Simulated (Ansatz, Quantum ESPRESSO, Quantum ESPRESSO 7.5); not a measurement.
**Conductance against width: vacuum gaps between two Cu(100) faces**

How fast does transmission decay with width? The series: vacuum gaps between two Cu(100) faces.

Main program and level: Quantum ESPRESSO 7.5; plane-wave DFT, PBE, PseudoDojo norm-conserving pseudopotentials (cross-check by Ansatz 0.2.0 with PAW datasets).

In doubt: a PseudoDojo file used here is known to give poor structures and forces, which bears on pressures, cells, forces and phonons.

### Step 1. The starting structure

The cell holds 12 atoms: 12 Cu. Its edges and angles: a = 2.574 Å, b = 2.574 Å, c = 23.020 Å, α = 90.0°, β = 90.0°, γ = 90.0°. It derives from Cu. Regions: left lead, 6 atoms (6 Cu); right lead, 6 atoms (6 Cu). The structure is stacked along c, and the current runs across the ab planes.

Coordinates:

```cif
data_structure
_symmetry_space_group_name_H-M 'P 1'
_symmetry_Int_Tables_number 1
_cell_length_a 2.5739
_cell_length_b 2.5739
_cell_length_c 23.0200
_cell_angle_alpha 90.000
_cell_angle_beta 90.000
_cell_angle_gamma 90.000
_cell_volume 152.50
loop_
_atom_site_label
_atom_site_type_symbol
_atom_site_fract_x
_atom_site_fract_y
_atom_site_fract_z
_atom_site_occupancy
Cu1 Cu 0.00000 0.00000 0.00000 1
Cu2 Cu 0.50000 0.50000 0.07906 1
Cu3 Cu 0.00000 0.00000 0.15812 1
Cu4 Cu 0.50000 0.50000 0.23719 1
Cu5 Cu 0.00000 0.00000 0.31625 1
Cu6 Cu 0.50000 0.50000 0.39531 1
Cu7 Cu 0.00000 0.00000 0.52563 1
Cu8 Cu 0.50000 0.50000 0.60469 1
Cu9 Cu 0.00000 0.00000 0.68375 1
Cu10 Cu 0.50000 0.50000 0.76281 1
Cu11 Cu 0.00000 0.00000 0.84188 1
Cu12 Cu 0.50000 0.50000 0.92094 1
```

### Step 2. Ground state, 3 Å

One periodic cell holds a stretch of lead, the junction and more lead; the atoms stay as built.

The input, j0.scf.in:

```
&control
  prefix = 'j0.scf'
  outdir = './out'
  pseudo_dir = './pseudo'
  calculation = 'scf'
  tprnfor = .true.
/
&system
  ibrav = 0
  nat = 12
  ntyp = 1
  ecutwfc = 84
  ecutrho = 336
  occupations = 'smearing'
  smearing = 'mv'
  degauss = 0.01
/
&electrons
  conv_thr = 1e-07
  mixing_beta = 0.25
  electron_maxstep = 120
  mixing_mode = 'local-TF'
/
ATOMIC_SPECIES
  Cu  63.5460  Cu.dojo-sr-pbe-0.4.1-standard.upf
CELL_PARAMETERS angstrom
  2.57386868351903 0.00000000000000 0.00000000000000
  0.00000000000000 2.57386868351903 0.00000000000000
  0.00000000000000 0.00000000000000 23.02000000000000
ATOMIC_POSITIONS crystal
  Cu  0.000000000000 0.000000000000 0.000000000000
  Cu  0.500000000000 0.500000000000 0.079061685491
  Cu  0.000000000000 0.000000000000 0.158123370982
  Cu  0.500000000000 0.500000000000 0.237185056473
  Cu  0.000000000000 0.000000000000 0.316246741964
  Cu  0.500000000000 0.500000000000 0.395308427454
  Cu  0.000000000000 0.000000000000 0.525629887055
  Cu  0.500000000000 0.500000000000 0.604691572546
  Cu  0.000000000000 0.000000000000 0.683753258036
  Cu  0.500000000000 0.500000000000 0.762814943527
  Cu  0.000000000000 0.000000000000 0.841876629018
  Cu  0.500000000000 0.500000000000 0.920938314509
K_POINTS automatic
  9 9 1 0 0 0
```

Started as:

```sh
$ OMP_NUM_THREADS=1 mpirun -n 4 pw.x -nk 4 -in j0.scf.in > j0.scf.out
```

Log:

```text
Program PWSCF v.7.5 starts
[citation notice left out]

     Parallel version (MPI & OpenMP), running on       4 processor cores
     Number of MPI processes:                 4
     Threads/MPI process:                     1

     MPI processes distributed on     1 nodes
[...]
Current dimensions of program PWSCF are:
     Max number of different atomic species (ntypx) = 10
     Max number of k-points (npk) =  40000
     Max angular momentum in pseudopotentials (lmaxx) =  4
     Message from routine setup:
     using ibrav=0 with symmetry is DISCOURAGED, use correct ibrav instead

     K-points division:     npool     =       4
     Subspace diagonalization in iterative solution of the eigenvalue problem:
     a serial algorithm will be used

     G-vector sticks info
     --------------------
     sticks:   dense  smooth     PW     G-vecs:    dense   smooth      PW
     Sum         633     633    185               106997   106997   17283

     Using Slab Decomposition

     bravais-lattice index     =            0
     lattice parameter (alat)  =       4.8639  a.u.
     unit-cell volume          =    1029.1406 (a.u.)^3
     number of atoms/cell      =           12
     number of atomic types    =            1
     number of electrons       =       228.00
     number of Kohn-Sham states=          137
     kinetic-energy cutoff     =      84.0000  Ry
     charge density cutoff     =     336.0000  Ry
     scf convergence threshold =      1.0E-07
     mixing beta               =       0.2500
     number of iterations used =            8  local-TF  mixing
     Exchange-correlation= PBE
                           (   1   4   3   4   0   0   0)

     celldm(1)=   4.863907  celldm(2)=   0.000000  celldm(3)=   0.000000
     celldm(4)=   0.000000  celldm(5)=   0.000000  celldm(6)=   0.000000

     crystal axes: (cart. coord. in units of alat)
               a(1) = (   1.000000   0.000000   0.000000 )
               a(2) = (   0.000000   1.000000   0.000000 )
               a(3) = (   0.000000   0.000000   8.943735 )

     reciprocal axes: (cart. coord. in units 2 pi/alat)
               b(1) = (  1.000000  0.000000  0.000000 )
               b(2) = (  0.000000  1.000000  0.000000 )
               b(3) = (  0.000000  0.000000  0.111810 )

     PseudoPot. # 1 for Cu read from file:
     ./pseudo/Cu.dojo-sr-pbe-0.4.1-standard.upf
     Pseudo is Norm-conserving + core correction, Zval = 19.0
     Generated using ONCVPSP code by D. R. Hamann
     Using radial grid of 1492 points,  6 beta functions with:
                l(1) =   0
                l(2) =   0
                l(3) =   1
                l(4) =   1
                l(5) =   2
                l(6) =   2

     atomic species   valence    mass     pseudopotential
     Cu               19.00    63.54600     Cu( 1.00)

      8 Sym. Ops. (no inversion) found

   Cartesian axes

     site n.     atom                  positions (alat units)
         1        Cu     tau(   1) = (   0.0000000   0.0000000   0.0000000  )
         2        Cu     tau(   2) = (   0.5000000   0.5000000   0.7071068  )
         3        Cu     tau(   3) = (   0.0000000   0.0000000   1.4142136  )
         4        Cu     tau(   4) = (   0.5000000   0.5000000   2.1213203  )
         5        Cu     tau(   5) = (   0.0000000   0.0000000   2.8284271  )
         6        Cu     tau(   6) = (   0.5000000   0.5000000   3.5355339  )
         7        Cu     tau(   7) = (   0.0000000   0.0000000   4.7010945  )
         8        Cu     tau(   8) = (   0.5000000   0.5000000   5.4082013  )
         9        Cu     tau(   9) = (   0.0000000   0.0000000   6.1153081  )
        10        Cu     tau(  10) = (   0.5000000   0.5000000   6.8224149  )
        11        Cu     tau(  11) = (   0.0000000   0.0000000   7.5295217  )
        12        Cu     tau(  12) = (   0.5000000   0.5000000   8.2366284  )

     number of k points=    15  Marzari-Vanderbilt smearing, width (Ry)=  0.0100
                       cart. coord. in units 2pi/alat
        k(    1) = (   0.0000000   0.0000000   0.0000000), wk =   0.0246914
        k(    2) = (   0.0000000   0.1111111   0.0000000), wk =   0.0987654
        k(    3) = (   0.0000000   0.2222222   0.0000000), wk =   0.0987654
        k(    4) = (   0.0000000   0.3333333   0.0000000), wk =   0.0987654
        k(    5) = (   0.0000000   0.4444444   0.0000000), wk =   0.0987654
        k(    6) = (   0.1111111   0.1111111   0.0000000), wk =   0.0987654
        k(    7) = (   0.1111111   0.2222222   0.0000000), wk =   0.1975309
        k(    8) = (   0.1111111   0.3333333   0.0000000), wk =   0.1975309
        k(    9) = (   0.1111111   0.4444444   0.0000000), wk =   0.1975309
        k(   10) = (   0.2222222   0.2222222   0.0000000), wk =   0.0987654
[...]
k(   15) = (   0.4444444   0.4444444   0.0000000), wk =   0.0987654

     Dense  grid:   106997 G-vectors     FFT dimensions: (  30,  30, 256)

     Estimated max dynamical RAM per process >     361.50 MB

     Estimated total dynamical RAM >       1.34 GB

     Initial potential from superposition of free atoms

     starting charge     227.9962, renormalised to     228.0000
     Starting wfcs are  120 randomized atomic wfcs +   17 random wfcs

     total cpu time spent up to now is        9.1 secs

     per-process dynamical memory:   233.4 Mb

     Self-consistent Calculation

     iteration #  1     ecut=    84.00 Ry     beta= 0.25
     Davidson diagonalization with overlap
     ethr =  1.00E-02,  avg # of iterations =  3.0

     total cpu time spent up to now is       39.6 secs

     total energy              =   -4550.68501594 Ry
     estimated scf accuracy    <       2.99423451 Ry

     iteration #  2     ecut=    84.00 Ry     beta= 0.25
[...]
total energy              =   -4550.34235335 Ry
     estimated scf accuracy    <       1.10080945 Ry

     iteration #  3     ecut=    84.00 Ry     beta= 0.25
[...]
total energy              =   -4550.52495767 Ry
     estimated scf accuracy    <       0.03878942 Ry

     iteration #  4     ecut=    84.00 Ry     beta= 0.25
[...]
total energy              =   -4550.52305844 Ry
     estimated scf accuracy    <       0.01759771 Ry

     iteration #  5     ecut=    84.00 Ry     beta= 0.25
[...]
total energy              =   -4550.52385596 Ry
     estimated scf accuracy    <       0.00150058 Ry

[...]
13.0006  13.0095  13.0368  13.0424  13.0608  13.0975  13.1156  13.1207
    13.1502  13.2272  13.2344  13.2534  13.3556  13.5063  13.5422  13.5941
    13.6341  13.6518  13.6537  13.7081  13.7158  13.7364  13.7547  13.8001
    13.8404  13.8457  13.8500  13.8791  13.9060  13.9637  14.0130  14.0465
    14.0840  14.1006  14.1234  14.1578  14.2307  14.3111  14.3700  14.3758
    14.4070  14.4749  14.4799  14.6114  14.6158  16.1136  16.1335  17.7271
    20.0264  23.8250  24.6162  26.1956  26.4988  26.8726  27.5701  27.7132
    28.0830  28.2054  29.1999  29.2164  29.5425  29.6707  29.9982  30.8061
    31.2553

          k = 0.0000 0.2222 0.0000 ( 13340 PWs)   bands (ev):

   -96.7177 -96.7176 -96.7119 -96.7114 -96.7047 -96.7020 -96.7020 -96.6988
   -96.6736 -96.6736 -96.2598 -96.2597 -54.1495 -54.1495 -54.1427 -54.1391
   -54.1303 -54.1205 -54.1159 -54.1126 -54.1077 -54.1031 -54.0987 -54.0981
   -54.0977 -54.0952 -54.0888 -54.0873 -54.0847 -54.0817 -54.0775 -54.0756
   -54.0742 -54.0730 -54.0717 -54.0673 -54.0673 -54.0664 -54.0611 -54.0611
   -54.0459 -54.0459 -53.6695 -53.6694 -53.6466 -53.6465 -53.6385 -53.6379
     7.7636   7.9944   8.3283   8.8545   9.3224  10.0784  10.5077  11.1828
    11.3794  11.5505  11.6257  11.7720  11.8482  11.9092  12.0233  12.1668
    12.3136  12.4571  12.5689  12.6477  12.6809  12.7330  12.7364  12.8907
    12.9020  12.9362  13.0082  13.0706  13.0831  13.0838  13.0927  13.1000
    13.1169  13.1191  13.1292  13.1537  13.1926  13.2232  13.2328  13.3152
    13.4209  13.4360  13.5390  13.5467  13.6163  13.6427  13.7355  13.7701
    13.7813  13.7919  13.8027  13.8575  13.8743  13.8873  13.8955  13.9885
    14.0849  14.1718  14.2410  14.2505  14.2844  14.2859  14.3143  14.3495
    14.3571  14.4479  14.4560  15.2640  15.4226  17.2645  17.3360  19.2653
    20.8622  22.4702  22.7576  23.1220  23.7985  24.2171  24.4353  25.1351
    25.3925  25.7705  27.3668  27.6721  28.4318  28.8329  29.8724  30.0576
    30.4042

          k = 0.0000 0.3333 0.0000 ( 13418 PWs)   bands (ev):

   -96.7148 -96.7147 -96.7106 -96.7105 -96.7030 -96.7009 -96.7009 -96.6990
   -96.6724 -96.6724 -96.2583 -96.2583 -54.1560 -54.1531 -54.1520 -54.1481
   -54.1377 -54.1358 -54.1276 -54.1269 -54.1166 -54.1158 -54.1083 -54.1005
   -54.0935 -54.0934 -54.0916 -54.0895 -54.0852 -54.0832 -54.0810 -54.0781
   -54.0768 -54.0747 -54.0738 -54.0737 -54.0736 -54.0693 -54.0656 -54.0656
   -54.0455 -54.0455 -53.6868 -53.6867 -53.6453 -53.6453 -53.6371 -53.6367
     9.0760   9.2623   9.5322   9.9124  10.2497  10.6890  10.9620  11.3288
    11.5090  11.7831  11.8670  12.0007  12.0991  12.1983  12.3511  12.5267
    12.5333  12.6109  12.7098  12.7549  12.8051  12.8686  12.8735  12.9279
    12.9409  12.9630  13.0133  13.0153  13.0187  13.0210  13.0260  13.0291
    13.0460  13.0481  13.0783  13.0838  13.1833  13.1910  13.2307  13.2426
    13.2977  13.3302  13.3406  13.4514  13.4832  13.6091  13.6171  13.6274
    13.7449  13.8536  13.9679  14.0412  14.0780  14.0797  14.1536  14.1552
    14.1692  14.1976  14.2304  14.2525  14.2738  14.3193  14.3225  14.4131
    14.4202  14.4958  14.6440  15.9980  16.2916  18.2391  18.3675  19.0650
    19.7939  20.1483  20.6056  20.9251  21.2513  22.0132  22.0294  22.6042
    23.9200  24.2600  25.5536  26.1095  26.4898  26.6485  29.2210  29.4645
    29.7262

          k = 0.0000 0.4444 0.0000 ( 13386 PWs)   bands (ev):

   -96.7123 -96.7123 -96.7105 -96.7105 -96.7011 -96.7002 -96.7002 -96.6997
   -96.6716 -96.6716 -96.2574 -96.2574 -54.1642 -54.1628 -54.1594 -54.1567
   -54.1459 -54.1440 -54.1379 -54.1353 -54.1199 -54.1184 -54.1087 -54.0999
   -54.0976 -54.0926 -54.0892 -54.0891 -54.0845 -54.0830 -54.0828 -54.0812
   -54.0788 -54.0783 -54.0761 -54.0736 -54.0736 -54.0729 -54.0679 -54.0678
   -54.0453 -54.0453 -53.6979 -53.6979 -53.6445 -53.6445 -53.6361 -53.6359
    10.5517  10.5971  10.6613  10.7334  10.8170  10.9216  11.0475  11.1944
    11.3498  11.5285  11.7595  11.8702  12.4618  12.4740  12.5380  12.5669
    12.6481  12.6905  12.7588  12.7890  12.8053  12.8381  12.8612  12.8793
    12.8933  12.9067  12.9272  12.9289  12.9678  12.9936  12.9970  13.0074
    13.1036  13.1078  13.1523  13.1705  13.2311  13.2427  13.3539  13.3941
    13.4509  13.4759  13.5719  13.6017  13.7018  13.7315  13.7538  13.8846
    13.9565  14.0167  14.0965  14.1113  14.1485  14.2175  14.2517  14.2559
    14.2926  14.3123  14.3904  14.3914  14.6071  14.6491  14.7894  14.8820
    14.9390  14.9604  15.1374  16.0259  16.1636  16.4263  16.4544  16.6927
    19.1646  19.2897  19.7722  19.8485  20.8903  20.8905  21.3836  21.4680
    23.2904  23.4779  23.7147  24.3593  26.2548  26.5689  27.4126  27.8847
    29.8029

          k = 0.1111 0.1111 0.0000 ( 13302 PWs)   bands (ev):

   -96.7192 -96.7190 -96.7127 -96.7120 -96.7055 -96.7026 -96.7026 -96.6989
   -96.6743 -96.6743 -96.2605 -96.2605 -54.1536 -54.1502 -54.1379 -54.1313
   -54.1196 -54.1105 -54.1094 -54.1071 -54.1028 -54.1008 -54.0990 -54.0976
   -54.0927 -54.0907 -54.0878 -54.0846 -54.0837 -54.0801 -54.0801 -54.0772
   -54.0759 -54.0692 -54.0689 -54.0686 -54.0632 -54.0632 -54.0516 -54.0515
   -54.0515 -54.0515 -53.6539 -53.6538 -53.6537 -53.6535 -53.6394 -53.6386
     7.1994   7.4414   7.7902   8.3520   8.8489   9.6925  10.1663  10.9701
    11.1781  11.3379  11.4103  11.5846  11.7266  11.7871  11.8876  12.0106
    12.1475  12.3026  12.4491  12.5868  12.6870  12.7524  12.7572  12.9569
    12.9605  13.0169  13.0591  13.0684  13.0688  13.0774  13.0794  13.1164
    13.1288  13.1308  13.1433  13.2651  13.3671  13.4085  13.4438  13.5253
    13.5484  13.5805  13.5926  13.5986  13.6376  13.6616  13.7175  13.7629
    13.7780  13.7885  13.8098  13.8397  13.8982  13.9716  13.9923  13.9941
    14.0594  14.0917  14.0925  14.1523  14.2420  14.3308  14.3310  14.3837
    14.4055  14.4084  14.4613  14.9537  15.0342  16.5851  16.6009  18.2905
    20.3287  24.0045  24.7878  26.1948  26.4964  26.8840  26.9226  27.2077
    27.5182  27.5867  27.9905  28.0871  28.1380  28.5141  28.7062  29.2028
    29.8282

[...]
the Fermi energy is    15.9081 ev

!    total energy              =   -4550.52407968 Ry
     estimated scf accuracy    <       0.00000006 Ry
     smearing contrib. (-TS)   =      -0.00041503 Ry
     internal energy E=F+TS    =   -4550.52366465 Ry

     The total energy is F=E-TS. E is the sum of the following terms:
     one-electron contribution =   -3060.08486738 Ry
     hartree contribution      =    1654.15017814 Ry
     xc contribution           =    -559.61297976 Ry
     ewald contribution        =   -2584.97599565 Ry

     convergence has been achieved in  11 iterations

     Forces acting on atoms (cartesian axes, Ry/au):

     atom    1 type  1   force =     0.00000000    0.00000000    0.00136534
     atom    2 type  1   force =     0.00000000    0.00000000   -0.00142086
     atom    3 type  1   force =     0.00000000    0.00000000    0.00085429
     atom    4 type  1   force =     0.00000000    0.00000000    0.00009748
     atom    5 type  1   force =     0.00000000    0.00000000    0.00835976
     atom    6 type  1   force =     0.00000000    0.00000000    0.01637409
     atom    7 type  1   force =     0.00000000    0.00000000   -0.01639668
     atom    8 type  1   force =     0.00000000    0.00000000   -0.00831869
     atom    9 type  1   force =     0.00000000    0.00000000   -0.00007307
     atom   10 type  1   force =     0.00000000    0.00000000   -0.00089701
     atom   11 type  1   force =     0.00000000    0.00000000    0.00138663
     atom   12 type  1   force =     0.00000000    0.00000000   -0.00133128

     Total force =     0.026176     Total SCF correction =     0.001048

[...]
=------------------------------------------------------------------------------=
   JOB DONE.
=------------------------------------------------------------------------------=
```

It took 5 min on 4 MPI ranks of Arm Neoverse N1, shared host; peak memory 1.6 GiB.

This step gave:

```
free energy  : -61913.0342 eV
Fermi energy : 15.91 eV
```

The run needed 11 iterations to bring the estimated error under 1e-07 Ry; the largest force on any atom, held or free, is 0.42 eV/Å.

(Part 1 of 6 ends here.)

[Logs are printed without paths, hosts, clocks, repeated set-up lines and the standing remarks that a program may print on its own settings, such as how far it seeks lower states.]

[Hosts, paths, dates, database ids (printed as entryN), source tags and the programs' standing remarks are cut or masked in the printed files.]

[Maps of the electrostatic potential energy from Ansatz leave out the sawtooth potential of an applied field or a dipole correction, so their vacuum need not be flat; planar profiles and work functions include it.]
